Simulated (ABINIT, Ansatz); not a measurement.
# GeTe3Pb (Pm-3m): zone-centre phonons, part 5 of 5

Wanted: the vibrations of GeTe3Pb (Pm-3m) at Γ, by two programs.

ABINIT 10.8.3; DFT LDA, scalar-relativistic, plane waves, HGH norm-conserving pseudopotentials.

So far, highest optical zone-centre mode (no LO-TO term) (cm⁻¹): step 5 (zone-centre analysis) 166; step 6 (ASR 0, chneut 0) 166.

The structure was built from a prototype and need not be the compound's stable phase.

**7. A second program**

The same cell goes through another code, with its own cutoff. The potentials differ.

This step: DFT LDA, scalar-relativistic, plane waves, PseudoDojo norm-conserving pseudopotentials (Ansatz 0.2.0).

input.yaml

```yaml
crystal:
  lattice:
    - [5.3329768381, 0.0, 0.0]
    - [0.0, 5.3329768381, 0.0]
    - [0.0, 0.0, 5.3329768381]
  atoms:
    - { symbol: Pb, position: [0.0, 0.0, 0.0] }
    - { symbol: Ge, position: [0.5, 0.5, 0.5] }
    - { symbol: Te, position: [0.5, 0.5, 0.0] }
    - { symbol: Te, position: [0.5, 0.0, 0.5] }
    - { symbol: Te, position: [0.0, 0.5, 0.5] }
kpoints:
  mp_grid: { grid: [4, 4, 4] }
hamiltonian:
  xc: lda
  pseudopotentials: { kind: nc, accuracy: standard }
scf:
  occupations: { method: methfessel_paxton, width: 0.27211 }
output:
  eigenvalues: true
phonons:
  method: dfpt
```

Run with:

```sh
$ ansatz run input.yaml --threads 4 --pin off --max-ram 8192MiB --backend cpu --events-out ev --progress --plain --runs-dir out
```

Log:

```text
zone centre: on kpoints.mp_grid the ground state, and the responses unless they are solved on pairs of k-points, stand on 27 of the mesh's 64 k-points, reduced under 8 symmetry operations, with k and −k counted as one. Each operation leaves every solved displacement unchanged or reverses it
Engine: ansatz 0.2.0, aarch64-unknown-linux-gnu
Pseudopotentials: kind: nc
Pseudopotential: Pb, nc, valence charge 14, recommended cutoff 761.918815 eV (normal), Pb.nc.azcp (PseudoDojo's, or run here from an input of PseudoDojo's; its table is named by hamiltonian.pseudopotentials.accuracy)
Pseudopotential: Ge, nc, valence charge 14, recommended cutoff 1061.244064 eV (normal), Ge.nc.azcp (PseudoDojo's, or run here from an input of PseudoDojo's; its table is named by hamiltonian.pseudopotentials.accuracy)
Pseudopotential: Te, nc, valence charge 16, recommended cutoff 1120 eV (normal), Te.nc.azcp (PseudoDojo's, or run here from an input of PseudoDojo's; its table is named by hamiltonian.pseudopotentials.accuracy)
Functional definition: SPW92
  exchange = slater_x
  correlation = pw_c
Crystal: 5 atoms, lattice volume = 151.673 Å³
Basis set: ecut = 1120 eV, 12965 PW (Γ), exchange–correlation on 120×120×120 points (8 copies of the dense FFT grid, shifted against one another)
Bands: 46, of which v1, the nominal top of the filled ones, is band 38 counted from 1 (37 counted from 0)
Symmetry: 48 space group operations
k-points: 27 of 64 (irreducible under 8 space group operations)
Non-local potential: Pb, projectors of the file, l = 0: 2, l = 1: 2, l = 2: 2
Non-local potential: Ge, projectors of the file, l = 0: 2, l = 1: 2, l = 2: 2
Non-local potential: Te, projectors of the file, l = 0: 3, l = 1: 2, l = 2: 2, l = 3: 2
Initial density: superposition of atomic densities (chi_scale 0.1, normalization cell, long waves kept (reshape's long-wave potential 0.01 eV rms))
Initial wavefunctions: pseudopotential atomic-orbital guess
Functional: x = slater, c = lda
SCF iter   1: F=—  HF=-12875.593803 eV  |F-HF|=—  |Δ(HF+E_count)|=         —  Δρ=2.18e-2  dr2=3.24e0  ethr=3.10e-3  ⟨swp⟩=7.2  Hψ=4832  notcnv=0
preconditioner: auto → Kerker (q_TF=auto, 2.432 Å⁻¹)  [metal: Δε(μ)=0.132 eV  Ē_g=11.304 eV  σ=0.272 eV  W_gap=0.36  n_scr=32 (ndim 8)  ℏωp=18.1 eV  f_vac=0.001  D(μ)=5.46/eV (n_scr^D=32)]
SCF iter   2: F=—  HF=-12875.053574 eV  |F-HF|=—  |Δ(HF+E_count)|=   5.40e-1  S|Δr|=    0.00e0  Δρ=1.56e-2  dr2=1.81e0  ethr=3.10e-3  ⟨swp⟩=1.1  Hψ=1464  notcnv=0  defer=1
SCF iter   3: F=—  HF=-12874.472953 eV  |F-HF|=—  |Δ(HF+E_count)|=   5.81e-1  S|Δr|=    0.00e0  Δρ=3.50e-3  dr2=8.11e-2  ethr=2.38e-3  ⟨swp⟩=2.8  Hψ=1659  notcnv=0  defer=1
SCF iter   4: F=—  HF=-12874.455266 eV  |F-HF|=—  |Δ(HF+E_count)|=   1.77e-2  S|Δr|=    0.00e0  Δρ=9.71e-4  dr2=2.54e-3  ethr=1.07e-4  ⟨swp⟩=2.1  Hψ=1874  notcnv=0  defer=34
SCF iter   5: F=—  HF=-12874.454757 eV  |F-HF|=—  |Δ(HF+E_count)|=   5.09e-4  S|Δr|=    0.00e0  Δρ=2.89e-4  dr2=2.67e-4  ethr=3.34e-6  ⟨swp⟩=2.0  Hψ=1687  notcnv=0  defer=34
SCF iter   6: F=—  HF=-12874.454701 eV  |F-HF|=—  |Δ(HF+E_count)|=   5.56e-5  S|Δr|=    0.00e0  Δρ=7.12e-5  dr2=1.19e-5  ethr=3.51e-7  ⟨swp⟩=2.0  Hψ=1615  notcnv=0  defer=34
SCF iter   7: F=—  HF=-12874.454703 eV  |F-HF|=—  |Δ(HF+E_count)|=   1.50e-6  S|Δr|=    0.00e0  Δρ=1.84e-5  dr2=1.77e-6  ethr=1.56e-8  ⟨swp⟩=2.0  Hψ=1515  notcnv=0  defer=34
SCF iter   8: F=—  HF=-12874.454472 eV  |F-HF|=—  |Δ(HF+E_count)|=   2.31e-4  S|Δr|=    0.00e0  Δρ=4.15e-6  dr2=8.36e-8  ethr=2.33e-9  ⟨swp⟩=2.0  Hψ=1482  notcnv=0  defer=34
SCF iter   9: F=—  HF=-12874.454472 eV  |F-HF|=—  |Δ(HF+E_count)|=   8.77e-9  S|Δr|=    0.00e0  Δρ=1.53e-6  dr2=1.13e-8  ethr=1.10e-10  ⟨swp⟩=2.0  Hψ=1553  notcnv=0  defer=34
SCF iter  10: F=—  HF=-12874.454472 eV  |F-HF|=—  |Δ(HF+E_count)|=   1.61e-9  S|Δr|=    0.00e0  Δρ=3.38e-7  dr2=6.41e-10  ethr=1.48e-11  ⟨swp⟩=2.2  Hψ=1638  notcnv=0  defer=34
SCF iter  11: F=—  HF=-12874.454472 eV  |F-HF|=—  |Δ(HF+E_count)|=  5.64e-11  S|Δr|=    0.00e0  Δρ=8.53e-8  dr2=1.04e-11  ethr=1.00e-12  ⟨swp⟩=2.3  Hψ=1980  notcnv=0  defer=34
SCF iter  12: F=-12874.454472 eV  HF=-12874.454472 eV  |F-HF|=1.82e-12  |Δ(HF+E_count)|=  1.82e-12  S|Δr|=    0.00e0  Δρ=1.89e-8  dr2=3.93e-13  ethr=1.00e-12  ⟨swp⟩=15.0  Hψ=7300  notcnv=0
SCF 1 converged in 12 iterations: F = -12874.454472 eV  dr2 = 3.93e-13
DFPT response loops at Γ: preconditioner auto → Kerker (q_TF=auto, 2.432 Å⁻¹) (partly filled bands, converged f_vac=0.002); β = 1.00, the filter's whole step (`scf.mixing.beta` (0.50) is not read by the response loops under this deck's `scf.mixing.preconditioner`; to damp them name `kerker` or `kerker_dos`, under which they read `scf.mixing.beta`, and type it under 1.00, their step now; both keys bind the ground state too); Broyden in place of MSR1
SCF converged after 12 iterations
Stability not checked: this state was not tested for a lower state beside it, because cold or Methfessel-Paxton smearing, or corrected tetrahedra, fill the levels in a way that the test cannot read (fill_not_monotonic; see scf.lower_state_search)
Free energy (F): -12874.454472 eV
Harris-Foulkes:  -12874.454472 eV  (|F-HF|=1.82e-12)
Internal energy: -12874.459811 eV  (E = F + TS)
E sigma→0 (E₀):  -12874.455807 eV
Entropy (-TS):   0.005340 eV (1.068 meV/atom)
Fermi energy:    9.247100 eV
--- Per-component energies (eV) ---
  E_band       = -952.195527
  E_kinetic    = 7395.763445
  E_local      = -9309.914547  (includes V_loc(G=0)·N_el)
  E_nonlocal   = -4006.456161
  E_hartree    = 3448.857606
  E_xc         = -3095.905972
  E_vxc        = -1929.303506  (∫ρ·V_xc dr)
  E_ewald      = -7306.804182
  E_smearing   = 0.005340  (= −TS)
  E_closure    = 0.000000  (closes the sum)
  Σ components = -12874.454472   (vs F -12874.454472, Δ=0.00e0)
--- Band table (eV; the first three rows and the last of 27) ---
  k-point 0: bands = [... 34 lower, 7.9382, 7.9382, 8.4633, 8.4633, 8.4633, 12.3050, 12.3050, 12.3050, ... 4 higher]
  k-point 1: bands = [... 34 lower, 7.4884, 8.1184, 8.4421, 8.4421, 8.7159, 10.9177, 11.7021, 11.7021, ... 4 higher]
  k-point 2: bands = [... 34 lower, 7.7154, 7.8344, 8.6461, 8.6461, 9.0455, 10.6323, 11.1429, 11.1429, ... 4 higher]
  k-point 26: bands = [... 34 lower, 8.6898, 10.1459, 10.1459, 10.1459, 10.4447, 10.4447, 10.4447, 11.7078, ... 4 higher]
--- Phonons (Γ-DFPT): 4 representative perturbations + reference, on 27 of 64 k-points (Σ response iterations 14) ---
  k mesh reduced under 8 symmetry operations, with k and −k counted as one. Each operation leaves every solved displacement unchanged or reverses it
  ASR residual: 2.519e-4 → 0.000e0 eV/Å²; symmetrization residual: 2.634e-4 eV/Å²
  ASR residual per site (eV/Å²): 1.46e-4 2.52e-4 5.46e-5 5.46e-5 5.46e-5
  Γ frequencies (cm⁻¹): -86.23 -86.23 -86.23 -70.06 -70.06 -70.06 -48.87 -48.87 -48.87 0.00 0.00 0.00 174.16 174.16 174.16
  non-analytic LO–TO correction: not included (Born effective charges unavailable; polar crystals: no LO–TO splitting at Γ)
```

Run time: 87 s. Hardware: 4 threads of Arm Neoverse V2, shared host; peak memory 2.8 GiB.

Numbers from this step:

```
sum-rule residual before enforcement             : 2.52e-4 eV/Å²
highest optical zone-centre mode (no LO-TO term) : 174.2 cm⁻¹
lowest optical zone-centre mode                  : -86.23 cm⁻¹
```

**8. Side by side: ABINIT HGH and Ansatz, PseudoDojo**

Numbers from this step:

```
root-mean-square difference : 5.09 cm⁻¹
largest difference          : 8.3 cm⁻¹
```

Optical modes, paired by symmetry label. Frequencies side by side, by row:

```
q (reciprocal lattice)  mode  ABINIT HGH (cm⁻¹)  Ansatz, PseudoDojo (cm⁻¹)
                 0 0 0     1                -90                      -86.2
                 0 0 0     2                -90                      -86.2
                 0 0 0     3                -90                      -86.2
                 0 0 0     4              -72.4                      -70.1
                 0 0 0     5              -72.4                      -70.1
                 0 0 0     6              -72.4                      -70.1
                 0 0 0     7              -52.8                      -48.9
                 0 0 0     8              -52.8                      -48.9
                 0 0 0     9              -52.8                      -48.9
                 0 0 0    13              165.9                      174.2
                 0 0 0    14              165.9                      174.2
                 0 0 0    15              165.9                      174.2
```

At the zone centre the largest difference (acoustic modes at Γ apart) is 5 % of the highest mode.

**9. Outcome**

| Item | Value |
| --- | --- |
| space group after relaxation | Pm-3m |
| volume per atom | 30.3 Å³ |
| highest optical zone-centre mode (no LO-TO term) | 165.9 cm⁻¹ |
| lowest optical zone-centre mode | -90.0 cm⁻¹ |
| imaginary optical modes at the zone centre (no q mesh in this session) | yes |
| largest difference from Ansatz, PseudoDojo | 8.3 cm⁻¹ |

In words: At the LDA level the optical modes of GeTe3Pb (Pm-3m) at the zone centre run from 90i to 166 cm⁻¹, so the structure is a saddle point, with 9 modes beyond 10i cm⁻¹ there. ABINIT HGH and Ansatz, PseudoDojo differ by 5.1 cm⁻¹ in the root mean square and by 8.3 cm⁻¹ at most, 5.0 % of the highest mode compared (acoustic modes at Γ left out); the two use different potentials, and the cell was not relaxed for the second set. These are harmonic frequencies at zero temperature: anharmonic shifts and linewidths and thermal expansion are left out. Spin-orbit coupling is left out, which can matter for the heavy elements here. The HGH files keep few electrons and have no core correction, which is cheap but rough for Ge and Pb. In a metal the frequencies hang on the k mesh and the smearing, most of all near Kohn anomalies. The structure is a hypothetical one, built on a prototype.

[Host names and launcher messages were left out of these logs when they were recorded.]

[Logs are printed without paths, hosts, clocks, repeated set-up lines and the standing remarks that a program may print on its own settings, such as how far it seeks lower states.]

[Hosts, paths, dates, database ids (printed as entryN), source tags and the programs' standing remarks are cut or masked in the printed files.]
